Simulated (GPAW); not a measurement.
**A GW chain in GPAW: AlGaN2 (P-4m2)**

Aim: the G0W0 gap of AlGaN2 (P-4m2) on LDA, step by step.

Method: LDA and many-body steps on it, plane waves, in GPAW 26.7.0.

## (1) Set-up

Symmetry: P-4m2, No. 115, tetragonal system. The conventional cell has a = 3.141 Å, b = 3.141 Å, c = 4.424 Å, α = 90.00°, β = 90.00°, γ = 90.00°. Al has 4 N at 1.89 Å nearest. Nearest to Ga lie 4 N at 1.95 Å. Nearest to N lie 2 Al at 1.89 Å and 2 Ga at 1.95 Å. Farther neighbours and most contacts between anions are not listed.

The cell and positions are those that the Materials Project relaxed with its own functionals (PBE, PBE+U or r2SCAN), kept fixed.

## (2) Ground state

This step: GPAW 26.7.0; DFT, LDA, plane waves, PAW.

The ground-state density comes first.

The input, run.py:

```python
import json
import numpy as np
from gpaw.mpi import world
from ase import Atoms
from gpaw import GPAW, PW, FermiDirac

atoms = Atoms(['Al', 'Ga', 'N', 'N'],
    cell=[[3.1408770487, 0.0000000000, 0.0000000000],
      [0.0000000000, 3.1408770487, 0.0000000000],
      [0.0000000000, 0.0000000000, 4.4238379400]],
    scaled_positions=[[0.5000000000, 0.5000000000, 0.5000000000],
      [0.0000000000, 0.0000000000, 0.0000000000],
      [0.5000000000, 0.0000000000, 0.7382648100],
      [0.0000000000, 0.5000000000, 0.2617351900]],
    pbc=(True, True, True))
calc = GPAW(mode=PW(600),
    xc='LDA',
    kpts={'size': (8, 8, 6), 'gamma': True},
    occupations=FermiDirac(0.001),
    nbands=-8,
    convergence={'density': 1e-6, 'bands': -3},
    maxiter=100,
    txt='gs.txt')
atoms.calc = calc
res = {'energy': atoms.get_potential_energy()}
kpts = calc.get_ibz_k_points()
res['kpts'] = kpts
res['eigenvalues'] = [calc.get_eigenvalues(kpt=k) for k in range(len(kpts))]
res['n_electrons'] = calc.get_number_of_electrons()
calc.write('gs.gpw')

if world.rank == 0:
    with open('result.json', 'w') as f:
        json.dump(res, f, default=lambda x: x.tolist())
```

Command:

```console
> mpirun -n 4 gpaw python run.py
```

Numbers of over 12 decimals in the logs are rounded to 6 here.

Output:

```text
__  _  _
 | _ |_)|_||  |
 |__||  | ||/\| - 26.7.0

Input parameters:
  mode=PW(ecut=600.0),
  convergence={'density': 1e-06, 'bands': -3},
  kpts=MonkhorstPack(size=(8, 8, 6), gamma=True),
  maxiter=100,
  nbands=-8,
  occupations=Occupations(name='fermi-dirac', width=0.001, fixmagmom=False),
  xc=XC(name='LDA')
  [... matrices ...]
Diagonalizing LCAO Hamiltonian
Converting LCAO to pw mode
   .-------.
  /|       |
 * |       |
 | | N     |
 | |  Al   |
 |N.-------.
 |/       /
 Ga------*

Atoms  # Å, Bohr magnetons
|   | symbol |        x |        y |        z |    initial magnetic moments |
| 0 |     Al | 1.570439 | 1.570439 | 2.211919 | ( 0.0000,  0.0000,  0.0000) |
| 1 |     Ga | 0.000000 | 0.000000 | 0.000000 | ( 0.0000,  0.0000,  0.0000) |
| 2 |      N | 1.570439 | 0.000000 | 3.265964 | ( 0.0000,  0.0000,  0.0000) |
| 3 |      N | 0.000000 | 1.570439 | 1.157874 | ( 0.0000,  0.0000,  0.0000) |

Unit cell  # Å
| periodic |        x |        y |        z |  lengths |    angles |
|      yes | 3.140877 | 0.000000 | 0.000000 | 3.140877 | 90.000000 |
|      yes | 0.000000 | 3.140877 | 0.000000 | 3.140877 | 90.000000 |
|      yes | 0.000000 | 0.000000 | 4.423838 | 4.423838 | 90.000000 |

Number of symmetries: 8
Symmetry operations  # r_c * U_cc + t_c -> r_c
|   | kind |            matrix            |
| 0 |  E   |  1, 0, 0,  0, 1, 0,  0, 0, 1 |
| 1 |  σ   |  1, 0, 0,  0,-1, 0,  0, 0, 1 |
| 2 |  C2  |  0, 1, 0,  1, 0, 0,  0, 0,-1 |
| 3 |  S4  |  0, 1, 0, -1, 0, 0,  0, 0,-1 |
| 4 |  S4  |  0,-1, 0,  1, 0, 0,  0, 0,-1 |
| 5 |  C2  |  0,-1, 0, -1, 0, 0,  0, 0,-1 |
| 6 |  σ   | -1, 0, 0,  0, 1, 0,  0, 0, 1 |
| 7 |  C2  | -1, 0, 0,  0,-1, 0,  0, 0, 1 |

BZ-sampling:
  Number of BZ points: 384
  Number of IBZ points: 60

  Monkhorst-Pack size: [8, 8, 6]
  Monkhorst-Pack shift: [0.0625, 0.0625, 0.083333]

K-points  # in reciprocal-cell coordinates
|     |                                coordinates |     weight |
|   0 | (  0.00000000,   0.00000000,   0.00000000) | 0.00260417 |
|   1 | (  0.00000000,   0.00000000,   0.16666667) | 0.00520833 |
|   2 | (  0.00000000,   0.00000000,   0.33333333) | 0.00520833 |
|   3 | (  0.00000000,   0.00000000,   0.50000000) | 0.00260417 |
|   4 | (  0.12500000,   0.00000000,   0.00000000) | 0.01041667 |
|   5 | (  0.12500000,   0.00000000,   0.16666667) | 0.02083333 |
|   6 | (  0.12500000,   0.00000000,   0.33333333) | 0.02083333 |
|   7 | (  0.12500000,   0.00000000,   0.50000000) | 0.01041667 |
|   8 | (  0.12500000,   0.12500000,   0.00000000) | 0.01041667 |
|   9 | (  0.12500000,   0.12500000,   0.16666667) | 0.02083333 |
| ... |                                            |            |
|  59 | (  0.50000000,   0.50000000,   0.50000000) | 0.00260417 |

Plane wave coefficients: 1482
Cutoff: 600.0 eV

Spin-components: 1 (collinear spins)
Bands:           16
Projectors:      20
Spin-degeneracy: 2
Datatype:        complex128

  Storage: CPU
  Wave functions: 22_502_400 bytes (5_625_600 per core)
  Projectors: 39_379_200 bytes (9_844_800 per core)
  [... matrices ...]
Parallelization:
  kpt:    4
  domain: 1
  band:   1

Density:
  Valence electrons: 16.0
  Components: 1
  Grid points: [18 18 25]
  Charge: 0.0  # |e|

Potential:
  Grid points: [18 18 25]

species:
  Al:
    name:    Aluminium
    Z:       13.0
    valence: 3
    core:    10
    charge:  0.0  # [|e|]
    compensation charges:
      type: gauss
      rc: 0.34  # [Å]
      lmax: 2
    cutoffs:
      filter: 1.91  # [Å]
      core: 2.36  # [Å]
    projectors
    | kind |    occ | energy [eV] | rcut [Å] |
    |   3s |  2.000 |      -7.830 |    1.085 |
    |   3p |  1.000 |      -2.783 |    1.085 |
    |    s |        |      19.382 |    1.085 |
    |    p |        |      24.428 |    1.085 |
    |    d |        |       0.000 |    1.085 |

    Using partial waves for Al as LCAO basis

  Ga:
    name:    Gallium
    Z:       31.0
    valence: 3
    core:    28
    charge:  0.0  # [|e|]
    compensation charges:
      type: gauss
      rc: 0.37  # [Å]
      lmax: 2
    cutoffs:
      filter: 2.06  # [Å]
      core: 4.17  # [Å]
    projectors
    | kind |    occ | energy [eV] | rcut [Å] |
    |   4s |  2.000 |      -9.167 |    1.164 |
    |   4p |  1.000 |      -2.734 |    1.164 |
    |    s |        |      18.045 |    1.164 |
    |    p |        |      24.478 |    1.164 |
    |    d |        |       0.000 |    1.164 |

    Using partial waves for Ga as LCAO basis

  N:
    name:    Nitrogen
    Z:       7.0
    valence: 5
    core:    2
    charge:  0.0  # [|e|]
    compensation charges:
      type: gauss
      rc: 0.18  # [Å]
      lmax: 2
    cutoffs:
      filter: 1.11  # [Å]
      core: 0.96  # [Å]
    projectors
    | kind |    occ | energy [eV] | rcut [Å] |
    |   2s |  2.000 |     -18.420 |    0.603 |
    |   2p |  3.000 |      -7.237 |    0.529 |
    |    s |        |       8.791 |    0.603 |
    |    p |        |      19.974 |    0.529 |
    |    d |        |       0.000 |    0.577 |

    Using partial waves for N as LCAO basis

Reference energy: -62328.226297  # eV

eigensolver:
  PPCG
  Converge bands: -3
  niter=2

density mixing:
  MSR1-Mixer
  Pratt-step length: 0.05
  Maximum mixing coefficient: 0.75
  Old densities: 10
  SVD Regularization: 0.005
  Good broyden scale: 1.0
  Trust region scale: 1.0
  Backstep threshold: 4.0
  History deletion threshold: 6.0
  Fourier metric: weight=20.0, sigma=0.015

occupation numbers:
  Fermi-Dirac:
    width: 0.0010  # eV

poisson solver:
  ecut: 4800.0  # eV

xc functional:
  name: None

Initialization done in: 0.864 s

convergence criteria:
- Maximum integral of absolute [dens]ity change: 1e-06 electrons / valence electron
- Maximum [total energy] change in last 3 cyles: 0.0005 eV / valence electron
- Maximum integral of absolute [eigenst]ate change: 4e-08 eV^2 / valence electron
maximum number of iterations: 100

SCF iterations
|iter     |     time |      energy | eigst |  dens |
|iter:   1|  |  -33.870899 | +0.75 |       |
|iter:   2|  |  -32.849689 | -0.53 | -0.56 |
|iter:   3|  |  -29.948444 | -0.33 | -0.62 |
|iter:   4|  |  -29.918326 | -2.40 | -1.28 |
|iter:   5|  |  -29.910320 | -3.07 | -1.57 |
|iter:   6|  |  -29.910350 | -4.49 | -2.74 |
|iter:   7|  |  -29.910360c| -5.47 | -3.10 |
|iter:   8|  |  -29.910360c| -6.31 | -3.95 |
|iter:   9|  |  -29.910360c| -7.17 | -4.74 |
|iter:  10|  |  -29.910360c| -7.88c| -5.56 |
|iter:  11|  |  -29.910360c| -8.49c| -6.17c|

Converged in 11 steps
SCF loop duration: 4.237 s (0.385 s/step)
Energy contributions relative to reference atoms: (reference = -62328.226297)
  [... matrices ...]
Energy contributions:
  Kinetic:          49.564526
  Coulomb:         -43.015328
  Zero:              0.028933
  External:          0.000000
  Xc:              -36.488491
  Entropy:          -0.000000
  Spinorbit:         0.000000
  ----------------------------
  Free energy:     -29.910360
  Extrapolated:    -29.910360

dipole moment: (-15.755731, -15.755731, -11.224096)  # |e|*Ang

Fermi level: 5.930
Eigenvalues  # (at kpt = [0.000, 0.000, 0.000])
| band index |      eig [eV] | occ [0-2] |
|          0 |        -9.440 |     2.000 |
|          1 |        -6.468 |     2.000 |
|          2 |         0.282 |     2.000 |
|          3 |         3.600 |     2.000 |
|          4 |         3.600 |     2.000 |
|          5 |         5.689 |     2.000 |
|          6 |         5.908 |     2.000 |
|          7 |         5.908 |     2.000 |
|          8 |         8.840 |     0.000 |
|          9 |         9.436 |     0.000 |
|         10 |        13.409 |     0.000 |
|         11 |        17.042 |     0.000 |
|         12 |        17.042 |     0.000 |
|         13 |        17.156 |     0.000 |
|         14 |        18.542 |     0.000 |
|         15 |        20.649 |     0.000 |

Gap: 2.933 eV
Transition (v -> c):
  (s=0, k=0, n=7, [0.00, 0.00, 0.00]) -> (s=0, k=0, n=8, [0.00, 0.00, 0.00])
No difference between direct/indirect transitions
# Writing to gs.gpw (mode='')
  [... matrices ...]
```

Wall time 6.6 s (4 MPI ranks of Arm Neoverse V2, shared host); peak memory 0.65 GiB.

This step gave:

| Item | Value |
| --- | --- |
| total energy | -29.91 eV |
| gap | 2.933 eV |
| k of the valence top | 0, 0, 0 |
| k of the conduction bottom | 0, 0, 0 |
| least direct gap | 2.933 eV |

The gap is direct, at Γ.

## (3) Empty states on the mesh, 4×4×4 mesh, 290 bands

The sums over transitions need many empty states on a uniform mesh; this step solves for them.

The input, run.py:

```python
import json
import numpy as np
from gpaw.mpi import world
from gpaw import GPAW

calc = GPAW('gs.gpw').fixed_density(kpts={'size': (4, 4, 4), 'gamma': True},
    parallel={'domain': 1, 'band': 1},
    txt='nscf.txt')
calc.diagonalize_full_hamiltonian(nbands=290)
calc.write('full.gpw', mode='all')
res = {}
kpts = calc.get_ibz_k_points()
res['kpts'] = kpts
res['eigenvalues'] = [calc.get_eigenvalues(kpt=k) for k in range(len(kpts))]
res['n_electrons'] = calc.get_number_of_electrons()

if world.rank == 0:
    with open('result.json', 'w') as f:
        json.dump(res, f, default=lambda x: x.tolist())
```

Command:

```console
> mpirun -n 4 gpaw python run.py
```

Output:

```text
Diagonalizing LCAO Hamiltonian
Converting LCAO to pw mode
convergence criteria:
- Maximum integral of absolute [eigenst]ate change: 4e-08 eV^2 / valence electron
maximum number of iterations: 100

SCF iterations
|iter     |     time |      energy | eigst |  dens |
|iter:   1|  |             | +0.86 |       |
|iter:   2|  |             | -0.57 |       |
|iter:   3|  |             | -1.44 |       |
[...]
|iter:  10|  |             | -6.43 |       |
|iter:  11|  |             | -6.72 |       |
|iter:  12|  |             | -7.48c|       |
SCF steps: 12
  __  _  _
 | _ |_)|_||  |
 |__||  | ||/\| - 26.7.0

Input parameters:
  mode=PW(ecut=600.0),
  convergence={'density': 1e-06, 'bands': -3},
  gpts=array([18, 18, 25]),
  kpts=MonkhorstPack(size=(4, 4, 4), gamma=True),
  maxiter=100,
  nbands=16,
  occupations=Occupations(name='fermi-dirac', width=0.001, fixmagmom=False),
  parallel={'domain': 1, 'band': 1},
  xc=XC(name='LDA')
Matrix size: 1465x1465
# Writing to full.gpw (mode='all')
  [... matrices ...]

timing:  # [seconds]
  Total: 14.802  # ━━━━━━━━━━━━━━━━━━━━━━━━━━━━━━━━━━━━━━━━━━━━━━━━━━━━━━━━━━
```

Wall time 18 s (4 MPI ranks); peak memory 1.4 GiB; 73 s of CPU time.

Numbers from this step:

| Item | Value |
| --- | --- |
| gap | 2.933 eV |
| k of the valence top | 0, 0, 0 |
| k of the conduction bottom | 0, 0, 0 |
| least direct gap | 2.933 eV |
| k points computed | 18 |
| lowest point of the top converged band, above the valence top | 186.9323 eV |

On this mesh the gap is 2.933 eV.

## (4) Screening and self-energy, 4×4×4 mesh, 130 bands, screening to 120 eV

G0W0 replaces the xc potential by the self-energy, built once from these orbitals. Only a window of levels is corrected, while the sums run over the empty bands that the input names.

This step: G0W0 on LDA, plane waves, PAW.

The input, run.py:

```python
import json
import numpy as np
from gpaw.mpi import world
from gpaw.response.g0w0 import G0W0

gw = G0W0('full.gpw',
    filename='gw',
    kpts=[0],
    bands=(6, 10),
    ecut=120,
    nbands=130,
    integrate_gamma='WS',
    ppa=True)
gw.calculate()
res = {mode: {k: v for k, v in r.items() if k != 'sigma_eskwn'}
       for mode, r in gw.all_results.items()}

if world.rank == 0:
    with open('result.json', 'w') as f:
        json.dump(res, f, default=lambda x: x.tolist())
```

Command:

```console
> mpirun -n 4 gpaw python run.py
```

Output:

```text
Using integrator: PointIntegrator
FrequencyGridDescriptor(from 0.000+0.000j to 0.000+27.211j eV, 2 points)
Nonperiodic BCs:  [False False False]
Using integrator: PointIntegrator
FrequencyGridDescriptor(from 0.000+0.000j to 0.000+27.211j eV, 2 points)
Nonperiodic BCs:  [False False False]
  ___  _ _ _
 |   || | | |
 | | || | | |
 |__ ||_____|
 |___|

BZ k-points: Symmetries present (total): 8

  [... matrices ...]
64 k-points: 4 x 4 x 4 Monkhorst-Pack grid + [1/8,1/8,1/8]
18 k-points in the irreducible part of the Brillouin zone
       k-points in crystal coordinates                weights
   0:     0.00000000    0.00000000    0.00000000          1/64
   1:     0.00000000    0.00000000    0.25000000          2/64
   2:     0.00000000    0.00000000    0.50000000          1/64
   3:     0.25000000    0.00000000    0.00000000          4/64
   4:     0.25000000    0.00000000    0.25000000          8/64
   5:     0.25000000    0.00000000    0.50000000          4/64
   6:     0.25000000    0.25000000    0.00000000          4/64
   7:     0.25000000    0.25000000    0.25000000          8/64
   8:     0.25000000    0.25000000    0.50000000          4/64
   9:     0.50000000    0.00000000    0.00000000          2/64
          ...
  17:     0.50000000    0.50000000    0.50000000          1/64

Distributing spins, k-points and bands (1 x 1 x 4) over 4 processes
Number of blocks: 1

Quasi particle states:
k-points (IBZ indices): [0]
Band range: (6, 10)
  [... matrices ...]
Computational parameters:
Plane wave cut-off: 120 eV
Number of bands: 130
Coulomb cutoff: None
Broadening: 0.1 eV

fxc modes: GW
Kernel: RPA
Using Godby-Needs plasmon-pole approximation:
  Fitting energy: i*E0, E0 = 1.000 Hartree
Summing all q:

Calculating screened Coulomb potential
No Coulomb truncation
FrequencyGridDescriptor(from 0.000+0.000j to 0.000+27.211j eV, 2 points)
Removing empty qpoint cache files...

Calculating chi0 body with:
    Ground state adapter containing:
    Number of spins: 1
    Number of kpoints: 64
    Number of irreducible kpoints: 18
    Number of completely occupied states: 8
    Number of partially occupied states: 8
    Occupied states memory: 0.98876953125 M / cpu

    Linear response parametrization:
    q_c: [0.0, 0.0, 0.0]
    Number of frequency points: 2
    Planewave cutoff: 120.0
    Number of bands: 130
    Number of planewaves: 123
    Broadening (eta): 1e-06
    comm.size: 4
    kncomm.size: 4
    blockcomm.size: 1

    Memory estimate of potentially large arrays:
        chi0_wGG: 0.461700 M / cpu
Integrating chi0 body.

Symmetries of q_c:
    Direct symmetries (Uq -> q): 8
    Indirect symmetries (TUq -> q): 8
In total 16 allowed symmetries.

  [... matrices ...]
18 groups of equivalent kpoints. 71.875% reduction.

Integral kind: response function
Integrating chi0 head and wings.

Symmetries of q_c:
    Direct symmetries (Uq -> q): 8
    Indirect symmetries (TUq -> q): 8
In total 16 allowed symmetries.

  [... matrices ...]
18 groups of equivalent kpoints. 71.875% reduction.

Integral kind: response function wings

Calculating chi0 body with:
    Ground state adapter containing:
    Number of spins: 1
    Number of kpoints: 64
    Number of irreducible kpoints: 18
    Number of completely occupied states: 8
    Number of partially occupied states: 8
    Occupied states memory: 0.98876953125 M / cpu

    Linear response parametrization:
[... the further q-points ...]

Results:
f:      Occupation numbers
eps:     KS-eigenvalues [eV]
vxc:     KS vxc [eV]
exx:     Exact exchange [eV]
sigma:   Self-energies [eV]
dsigma:  Self-energy derivatives
Z:       Renormalization factors
qp:      QP-energies [eV]

k-point 0 (0): (0.000, 0.000, 0.000)                GW
band       f     eps     vxc     exx   sigma  dsigma       Z      qp
                                                                   GW
   6   1.000   5.908 -18.510 -21.993   2.931  -0.271   0.787   5.473
   7   1.000   5.908 -18.510 -21.992   2.930  -0.271   0.787   5.474
   8   0.000   8.840 -15.637 -10.895  -3.419  -0.226   0.816   9.920
   9   0.000   9.436 -12.551  -7.924  -3.759  -0.203   0.831  10.157
```

The job ended after 30 s (4 MPI ranks; peak memory 1.3 GiB).

Numbers from this step:

```
G0W0 gap on the points computed              : 4.446 eV
least direct G0W0 gap on the computed points : 4.446 eV
Z at the valence top                         : 0.7868
Z at the conduction bottom                   : 0.8159
starting gap on the mesh                     : 2.933 eV
k of the valence top                         : 0, 0, 0
k of the conduction bottom                   : 0, 0, 0
```

The gap on the mesh goes from 2.93 eV to 4.45 eV, a correction of +1.51 eV.

Limits: finite bands, cutoff and mesh; no spin-orbit coupling; coarse k mesh. v1 is the top filled band, c1 the lowest empty one. Levels before and after the correction, in eV, zero at the valence-band top of each column:

```tsv
	conduction bottom	valence top
Kohn-Sham	2.93	0.00
G0W0	4.45	0.00
```

```tsv
	level	energy (eV)
Kohn-Sham	Γ v2-v1	0.000
Kohn-Sham	Γ c1	2.933
Kohn-Sham	Γ c2	3.529
G0W0	Γ v2-v1	0.000
G0W0	Γ c1	4.446
G0W0	Γ c2	4.684
```

## (5) Where the time went

Times are wall times on 4 MPI ranks of Arm Neoverse V2, shared host, good to a factor of about two.

```tsv
step	time	share	memory (GiB)
ground state	6.6 s	12 %	0.65
empty states on the mesh	18 s	33 %	1.4
screening and self-energy	30 s	55 %	1.3
```

## (6) What came out

* LDA gap: 2.93 eV, direct
* G0W0 gap on the mesh: 4.45 eV
* GW settings: 4×4×4 mesh, 130 bands, screening to 120 eV, Godby-Needs plasmon pole
* known limits: not at the basis limit; no spin-orbit coupling; coarse k mesh

**Reading.** G0W0 moves the gap on the mesh from 2.93 eV to 4.45 eV (+1.51 eV), with Z of 0.79 and 0.82 at the edges. Only 1 of the mesh's irreducible points was corrected, so a valley elsewhere could overtake. The dearest step here is «screening and self-energy». Bands and cutoff are finite, so the gap is not at the basis limit. The miss can reach some tenths of an eV and take either sign; the mesh is an error of its own. These stock PAW sets were not made for GW; the filled d or f shell of Ga lies in the frozen core, which bears on start and correction. In the G0W0 run levels were corrected at 1 k point alone, so a gap called «on the mesh» is the least over those, and an edge elsewhere would be missed. The 4×4×4 mesh is coarse for this cell, which bears on the long-range parts of exchange and screening. The many-body steps are scalar-relativistic: spin-orbit coupling is not in them.

[Paths, hosts, dates, memory and timing lines, banners, echoed tables and standing remarks are left out of the program output.]

[Logs are printed without paths, hosts, clocks, repeated set-up lines and the standing remarks that a program may print on its own settings, such as how far it seeks lower states.]

[Runs of the session that timed out or met a known fault of the program may be left out.]

[Hosts, paths, dates, database ids (printed as entryN), source tags and the programs' standing remarks are cut or masked in the printed files.]
